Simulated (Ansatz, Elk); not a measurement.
**How far do independent atoms describe MnAg2PbO4?**

Structure refinements treat a crystal as free atoms side by side. For a made-up structure of MnAg2PbO4 (cell and positions from a PBE relaxation) the runs below show what the calculated density changes in F(hkl).

Main program and level: Elk 11.2.3 (patched build); DFT, PBE, all-electron APW+lo, Dirac cores, scalar-relativistic bands, static density, ferromagnetic start.

The structure was built from a prototype and need not be the compound's stable phase.

## (1) Starting point

It takes space group I-42m (No. 121, tetragonal). Conventional cell: a = 5.245 Å, b = 5.245 Å, c = 9.632 Å, α = 90.00°, β = 90.00°, γ = 90.00°. Nearest to Pb lie 4 O at 2.45 Å. Ag has 4 O at 2.37 Å nearest. Mn has 4 O at 1.76 Å nearest. Nearest to O lie 1 Mn at 1.76 Å and 2 Ag at 2.37 Å and 1 Pb at 2.45 Å. Farther neighbours and most contacts between anions are not listed.

## (2) Ground state and structure factors

An all-electron density is needed, since X-rays see the cores too. Task 0 finds the density and task 195 Fourier-transforms it; tshift is off so that phases refer to the origin typed.

elk.in

```
tasks
  0
  195
  196

xctype
  20

spinpol
  .true.

rgkmax
  7.0

gmaxvr
  14.0

lmaxo
  7

lmaxapw
  8

swidth
  0.002

tshift
  .false.

ramdisk
  .false.

hmaxvr
  5.5

maxscl
  120

epspot
  1e-06

reducebf
  0.8

sppath
  './'

avec
  -4.95565368410 4.95565368410 9.10082630711
  4.95565368410 -4.95565368410 9.10082630711
  4.95565368410 4.95565368410 -9.10082630711

atoms
  4
  'Pb.in'
  1
  -0.0000000000 -0.0000000000 -0.0000000000   0.000000 0.000000 0.000000
  'Ag.in'
  2
  0.7500000000 0.2500000000 0.5000000000   0.000000 0.000000 0.000000
  0.2500000000 0.7500000000 0.5000000000   0.000000 0.000000 0.000000
  'Mn.in'
  1
  0.5000000000 0.5000000000 -0.0000000000   0.000000 0.000000 -0.095000
  'O.in'
  4
  0.5947597489 0.5947597489 0.3933596759   0.000000 0.000000 0.000000
  0.2014000729 0.2014000729 0.6066403241   0.000000 0.000000 0.000000
  0.7985999271 0.4052402511 0.0000000000   0.000000 0.000000 0.000000
  0.4052402511 0.7985999271 0.0000000000   0.000000 0.000000 0.000000

ngridk
  5 5 5
```

Launch:

```console
$ OMP_NUM_THREADS=4 elk
```

Numbers of over 12 decimals in the logs are rounded to 6 here.

The log of the run:

```text
┌─────────────────────────┐
│ Elk code version 11.2.3 │
└─────────────────────────┘

All units are atomic (Hartree, Bohr, etc.)

┌─────────────────────────────────────────────────┐
│ Ground-state run starting from atomic densities │
└─────────────────────────────────────────────────┘

Lattice vectors :
  -4.955653684       4.955653684       9.100826307
   4.955653684      -4.955653684       9.100826307
   4.955653684       4.955653684      -9.100826307

Reciprocal lattice vectors :
 -0.1272931480E-16  0.6339411214      0.3451986169
  0.6339411214     -0.1272931480E-16  0.3451986169
  0.6339411214      0.6339411214     -0.1205572316E-16

Unit cell volume      :    894.0106966
Brillouin zone volume :   0.2774577691

Muffin-tin inner radius fraction :   0.1000000000E-01

Nuclei treated as point charges

Species : 1 (Pb)
 parameters loaded from : Pb.in
 name : lead
 nuclear charge    :   -82.00000000
 electronic charge :    82.00000000
 atomic mass :    377702.4943
 muffin-tin radius :    2.800000000
 number of radial points in muffin-tin :   1393
 inner part over the whole radius :   0.9993555083E-02
 number on inner part of muffin-tin    :   1001
 approximate nuclear radius :   0.1047603524E-03
 number of mesh points to nuclear radius :    525
 atomic positions (lattice), magnetic fields (Cartesian) :
  1 :   0.00000000  0.00000000  0.00000000    0.00000000  0.00000000  0.00000000

Species : 2 (Ag)
 parameters loaded from : Ag.in
 name : silver
 nuclear charge    :   -47.00000000
 electronic charge :    47.00000000
 atomic mass :    196631.6998
 muffin-tin radius :    2.600000000
 number of radial points in muffin-tin :   1193
 inner part over the whole radius :   0.9869554211E-02
 number on inner part of muffin-tin    :    849
 approximate nuclear radius :   0.8648227117E-04
 number of mesh points to nuclear radius :    425
 atomic positions (lattice), magnetic fields (Cartesian) :
  1 :   0.75000000  0.25000000  0.50000000    0.00000000  0.00000000  0.00000000
  2 :   0.25000000  0.75000000  0.50000000    0.00000000  0.00000000  0.00000000

Species : 3 (Mn)
 parameters loaded from : Mn.in
 name : manganese
 nuclear charge    :   -25.00000000
 electronic charge :    25.00000000
 atomic mass :    100145.9370
 muffin-tin radius :    1.870206933
 number of radial points in muffin-tin :    993
 inner part over the whole radius :   0.9916573866E-02
 number on inner part of muffin-tin    :    695
 approximate nuclear radius :   0.7074591925E-04
 number of mesh points to nuclear radius :    335
 atomic positions (lattice), magnetic fields (Cartesian) :
  1 :   0.50000000  0.50000000  0.00000000    0.00000000  0.00000000 -0.09500000

Species : 4 (O)
 parameters loaded from : O.in
 name : oxygen
 nuclear charge    :   -8.000000000
 electronic charge :    8.000000000
 atomic mass :    29165.12205
 muffin-tin radius :    1.402655200
 number of radial points in muffin-tin :    593
 inner part over the whole radius :   0.9760936698E-02
 number on inner part of muffin-tin    :    404
 approximate nuclear radius :   0.5115538663E-04
 number of mesh points to nuclear radius :    176
 atomic positions (lattice), magnetic fields (Cartesian) :
  1 :   0.59475975  0.59475975  0.39335968    0.00000000  0.00000000  0.00000000
  2 :   0.20140007  0.20140007  0.60664032    0.00000000  0.00000000  0.00000000
  3 :   0.79859993  0.40524025  0.00000000    0.00000000  0.00000000  0.00000000
  4 :   0.40524025  0.79859993  0.00000000    0.00000000  0.00000000  0.00000000

Total number of atoms per unit cell :    8
Total muffin-tin volume :    312.8353685
 ratio of muffin-tin to unit cell volume :   0.3499235185

Spin treatment :
 spin-polarised
 global magnetic field (Cartesian) :    0.000000000       0.000000000       0.000000000
 collinear magnetisation in z-direction

Number of Bravais lattice symmetries :   16
Number of crystal symmetries         :    8
Crystal has no inversion symmetry
Complex Hermitian eigensolver will be used

[...]
electron kinetic            :      36970.197359751
 core electron kinetic       :      36261.404489823
 Coulomb                     :     -69217.397611935
 Coulomb potential           :     -56104.673830926
 nuclear-nuclear             :     -2826.0092499568
 electron-nuclear            :     -76729.576313600
 Hartree                     :      10338.187951622
 Madelung                    :     -41165.060696472
 xc potential                :     -1012.4421961867
 xc effective B-field        :    -0.113445
 external B-field            :      0.000000
 exchange                    :     -763.31532292231
 correlation                 :     -12.274202829688
 electron entropic           :    -0.84580049800874E-03
 total energy                :     -33022.790623736
 (external B-field energy excluded from total)

Density of states at Fermi energy :    62.82924228
 (states/Hartree/unit cell)

Estimated indirect band gap :   0.7174393431E-03
 from k-point 19 to k-point 21
Estimated direct band gap   :   0.7511490201E-02
 at k-point 24

Charges :
 core                        :    142.0000000
 valence                     :    91.00000000
 interstitial                :    12.91663088
 muffin-tins (core leakage)
  species : 1 (Pb)
[...]
species : 2 (Ag)
[...]
species : 3 (Mn)
[...]
species : 4 (O)
[...]
total in muffin-tins        :    220.0833691
 total calculated charge     :    232.9987758
 total charge                :    233.0000000
 error                       :   0.1224201707E-02

Moments :
 interstitial                :   0.3946643989
 muffin-tins
  species : 1 (Pb)
[...]
species : 2 (Ag)
[...]
species : 3 (Mn)
[...]
species : 4 (O)
[...]
total in muffin-tins        :    2.358176719
 total moment                :    2.752841117

RMS change in Kohn-Sham potential (target) :   0.5962775608E-06 (  0.1000000000E-05)
Absolute change in total energy (target)   :   0.2514781954E-05 (  0.1000000000E-03)

Convergence targets achieved

┌──────────────────┐
│ Loop number : 23 │
└──────────────────┘

Energies :
 Fermi                       :     0.188417
 sum of occupied eigenvalues :     -20147.032130508
 electron kinetic            :      36970.197363092
 core electron kinetic       :      36261.404495819
 Coulomb                     :     -69217.397605232
 Coulomb potential           :     -56104.673839828
 nuclear-nuclear             :     -2826.0092499568
 electron-nuclear            :     -76729.576290515
 Hartree                     :      10338.187935241
 Madelung                    :     -41165.060685318
 xc potential                :     -1012.4422106347
 xc effective B-field        :    -0.113442
 external B-field            :      0.000000
 exchange                    :     -763.31531950863
 correlation                 :     -12.274203014607
 electron entropic           :    -0.84582219812245E-03
 total energy                :     -33022.790610485
 (external B-field energy excluded from total)

Density of states at Fermi energy :    62.83095564
 (states/Hartree/unit cell)

Estimated indirect band gap :   0.7174690075E-03
 from k-point 19 to k-point 21
Estimated direct band gap   :   0.7511548985E-02
 at k-point 24

Charges :
 core                        :    142.0000000
 valence                     :    91.00000000
 interstitial                :    12.91663177
 muffin-tins (core leakage)
  species : 1 (Pb)
[...]
species : 2 (Ag)
[...]
species : 3 (Mn)
[...]
species : 4 (O)
[...]
atom 2                    :    6.418225002     (  0.9495044884E-06)
   atom 3                    :    6.418225002     (  0.9495044884E-06)
   atom 4                    :    6.418225002     (  0.9495044884E-06)
 total in muffin-tins        :    220.0833682
 total calculated charge     :    232.9987758
 total charge                :    233.0000000
 error                       :   0.1224201709E-02

Moments :
 interstitial                :   0.3946597450
 muffin-tins
  species : 1 (Pb)
[...]
species : 2 (Ag)
[...]
species : 3 (Mn)
[...]
species : 4 (O)
[...]
atom 2                    :   0.2324636443E-01
   atom 3                    :   0.2324636443E-01
   atom 4                    :   0.2324636443E-01
 total in muffin-tins        :    2.358153521
 total moment                :    2.752813266

┌──────────────────────────────┐
│ Self-consistent loop stopped │
└──────────────────────────────┘

Warning : the lowest level lies among the core levels :   -3.158984761      -2.599791781

Warning : core states of species 1 leak from the muffin-tin :   0.1171308677E-02

Wrote STATE.OUT
```

Wall time 14 min (4 threads of Arm Neoverse V1, shared host); peak memory 0.75 GiB; 54 min of CPU time.

SFACRHO.OUT:

```text

h k l indices transformed by vhmat matrix:
   1.000000000       0.000000000       0.000000000    
   0.000000000       1.000000000       0.000000000    
   0.000000000       0.000000000       1.000000000    

      h      k      l  multipl.   |H|            Re(F)            Im(F)           |F|

      0      0      0      1   0.0000000       233.00000     -0.11561776E-15   233.00000    
      1      1     -1      2  0.69039723       20.707837      0.10304155E-09   20.707837    
     -1      0      1      8  0.72183338       46.737313     -0.31429488E-08   46.737313    
     -1      1      0      4  0.89652813       15.133932     -0.38771534E-15   15.133932    
     -2      0      1      4   1.1315525       172.37267       21.834898       173.75011    
      0      2     -1      4   1.1315525       172.37267      -21.834898       173.75011    
      1      2     -2      8   1.2142241       54.196324      0.95960444E-08   54.196324    
     -1      1     -1      4   1.2678822       147.95485      0.10685008E-09   147.95485    
     -2     -2      2      2   1.3807945       143.80709     -0.97007152E-10   143.80709    
      0      2     -2      8   1.4436668       7.4275220     -0.61851475E-08   7.4275220    
      0      1      1      8   1.4589616       54.248738      -7.7013825       54.792672    
     -1      2      0      8   1.4589616       54.248738       7.7013825       54.792672    
      2      2     -3      4   1.6463159       10.763895       9.8654222       14.600959    
      3      1     -2      4   1.6463159       10.763895      -9.8654222       14.600959    
     -3      0      2      8   1.7555243       46.042928      -10.379830       47.198433    
     -2     -1      3      8   1.7555243       46.042928       10.379830       47.198433    
      2     -2      0      4   1.7930563       159.92822      0.11631460E-14   159.92822    
      3      2     -2      8   1.8387315       52.976058      0.43079788E-09   52.976058
```

Elk indexes on the primitive cell of elk.in and gives |H| = 4π sin θ/λ in inverse bohr. Below, one row stands for each form hkl of the conventional cell (m members, Friedel mates merged), F is for one primitive cell and the density is static (no thermal factor). Free-atom factors are Waasmaier and Kirfel's, and R is Σm||F|−|F'||/Σm|F|.

| hkl | m | sin θ/λ (Å⁻¹) | abs F, DFT | neutral atoms | diff. | abs of complex diff. | ions | diff. |
| --- | --- | --- | --- | --- | --- | --- | --- | --- |
| 002 | 2 | 0.104 | 20.708 | 20.490 | +0.218 | 0.218 | 19.639 | +1.069 |
| 101 | 8 | 0.108 | 46.737 | 47.156 | -0.418 | 0.418 | 47.484 | -0.746 |
| 110 | 4 | 0.135 | 15.134 | 15.011 | +0.123 | 0.123 | 13.804 | +1.330 |
| 112 | 8 | 0.170 | 173.750 | 173.962 | -0.212 | 0.932 | 172.939 | +0.811 |
| 103 | 8 | 0.183 | 54.196 | 54.021 | +0.175 | 0.175 | 55.286 | -1.090 |
| 200 | 4 | 0.191 | 147.955 | 148.942 | -0.987 | 0.987 | 146.730 | +1.225 |
| 004 | 2 | 0.208 | 143.807 | 144.677 | -0.870 | 0.870 | 142.977 | +0.830 |
| 202 | 8 | 0.217 | 7.428 | 7.552 | -0.124 | 0.124 | 6.792 | +0.635 |
| 211 | 16 | 0.219 | 54.793 | 54.480 | +0.312 | 0.390 | 55.476 | -0.683 |
| 114 | 8 | 0.248 | 14.601 | 14.328 | +0.273 | 0.391 | 14.140 | +0.461 |
| 213 | 16 | 0.264 | 47.198 | 46.992 | +0.206 | 0.297 | 47.475 | -0.277 |
| 220 | 4 | 0.270 | 159.928 | 159.970 | -0.042 | 0.042 | 159.732 | +0.196 |
| 105 | 8 | 0.277 | 52.976 | 52.741 | +0.235 | 0.235 | 53.176 | -0.200 |
| 204 | 8 | 0.282 | 157.482 | 157.574 | -0.092 | 0.092 | 157.317 | +0.165 |

The ions are Mn4+, Ag+, Pb2+ and O2−, by formal charge.

## (3) The magnetisation density

The same run holds the spin density, and task 196 transforms it. The order is that of the start, and no other was tried.

SFACMAG_1.OUT:

```text

h k l indices transformed by vhmat matrix:
   1.000000000       0.000000000       0.000000000    
   0.000000000       1.000000000       0.000000000    
   0.000000000       0.000000000       1.000000000    

      h      k      l  multipl.   |H|            Re(F)            Im(F)           |F|

      0      0      0      1   0.0000000       2.7528134      0.10424633E-16   2.7528134    
      1      1     -1      2  0.69039723       2.0011884     -0.40442087E-11   2.0011884    
     -1      0      1      8  0.72183338      -1.9257919     -0.16863743E-10   1.9257919    
     -1      1      0      4  0.89652813       1.8992286      0.24989465E-16   1.8992286    
     -2      0      1      4   1.1315525       1.7064712      0.54217673E-01   1.7073322    
      0      2     -1      4   1.1315525       1.7064712     -0.54217673E-01   1.7073322    
      1      2     -2      8   1.2142241      -1.6342397      0.34019988E-10   1.6342397    
     -1      1     -1      4   1.2678822       1.5729071     -0.12159835E-10   1.5729071    
     -2     -2      2      2   1.3807945       1.3704811      0.14147680E-10   1.3704811    
      0      2     -2      8   1.4436668       1.4271159     -0.26441115E-10   1.4271159    
      0      1      1      8   1.4589616      -1.4337636     -0.29291322E-01   1.4340628    
     -1      2      0      8   1.4589616      -1.4337636      0.29291322E-01   1.4340628    
      2      2     -3      4   1.6463159       1.2506537      0.17085344E-01   1.2507704    
      3      1     -2      4   1.6463159       1.2506537     -0.17085344E-01   1.2507704    
     -3      0      2      8   1.7555243      -1.2191602      0.91045734E-02   1.2191941    
     -2     -1      3      8   1.7555243      -1.2191602     -0.91045733E-02   1.2191941
```

The total moment is 2.75 μB a cell; sphere moments: Pb1 +0.10, Ag2 +0.04, Ag3 +0.04, Mn4 +2.09, O5 +0.02, O6 +0.02, O7 +0.02, O8 +0.02 μB. Polarised neutrons measure spin and orbital magnetisation together; without spin-orbit coupling the run gives the spin part:

| hkl | sin θ/λ (Å⁻¹) | abs F_M (μB) |
| --- | --- | --- |
| 002 | 0.104 | 2.001 |
| 101 | 0.108 | 1.926 |
| 110 | 0.135 | 1.899 |
| 112 | 0.170 | 1.707 |
| 103 | 0.183 | 1.634 |
| 200 | 0.191 | 1.573 |
| 004 | 0.208 | 1.371 |
| 202 | 0.217 | 1.427 |
| 211 | 0.219 | 1.434 |
| 114 | 0.248 | 1.251 |
| 213 | 0.264 | 1.219 |
| 220 | 0.270 | 1.184 |
| 105 | 0.277 | 1.130 |
| 204 | 0.282 | 1.097 |

## (4) The highest occupied states alone

An energy window below the Fermi level keeps the highest occupied states, to see at which angles they scatter; shallow core shells can lie inside it and anion s states outside. No new self-consistency is needed.

Changes to elk.in since step 2:

```diff
@@ -1,5 +1,3 @@
 tasks
-  0
   195
-  196
 
@@ -44,2 +42,5 @@
 
+wsfac
+  -0.362820 0.488420
+
 sppath
```

Launch:

```console
$ OMP_NUM_THREADS=4 elk
```

The log of the run:

```text
┌─────────────────────────────────┐
│ Elk code version 11.2.3 started │
└─────────────────────────────────┘

Info(readinput): the functional depends on the density's gradient
 muffin-tin radial points multiplied by    2.00000
 (not where nrmtscf is given)

┌────────────────────┐
│ Current task : 195 │
└────────────────────┘
Info(checkmt): changed muffin-tin radius of species 3 (Mn) from   2.4000 to   1.8702
Info(checkmt): changed muffin-tin radius of species 4 (O) from   1.8000 to   1.4027

Info(sfacrho): density structure factors written to SFACRHO.OUT

 Energy window :  -0.3628200000      0.4884200000

┌──────────────────┐
│ Elk code stopped │
└──────────────────┘
```

It took 30 s on 4 threads; peak memory 0.43 GiB; 45 s of CPU time.

States within 15 eV below the Fermi level hold 49.00 electrons; any levels below the window count with the cores. Their amplitudes can exceed the total, where window and core parts have opposite phase:

| hkl | sin θ/λ (Å⁻¹) | abs F, window | abs F, all |
| --- | --- | --- | --- |
| 002 | 0.104 | 6.306 | 20.708 |
| 101 | 0.108 | 6.894 | 46.737 |
| 110 | 0.135 | 8.125 | 15.134 |
| 112 | 0.170 | 19.633 | 173.750 |
| 103 | 0.183 | 1.446 | 54.196 |
| 200 | 0.191 | 5.417 | 147.955 |
| 004 | 0.208 | 4.069 | 143.807 |
| 202 | 0.217 | 8.419 | 7.428 |
| 211 | 0.219 | 3.424 | 54.793 |
| 114 | 0.248 | 6.979 | 14.601 |

[end of part 1 of 2]

[Logs are printed without paths, hosts, clocks, repeated set-up lines and the standing remarks that a program may print on its own settings, such as how far it seeks lower states.]

[Hosts, paths, dates, database ids (printed as entryN), source tags and the programs' standing remarks are cut or masked in the printed files.]
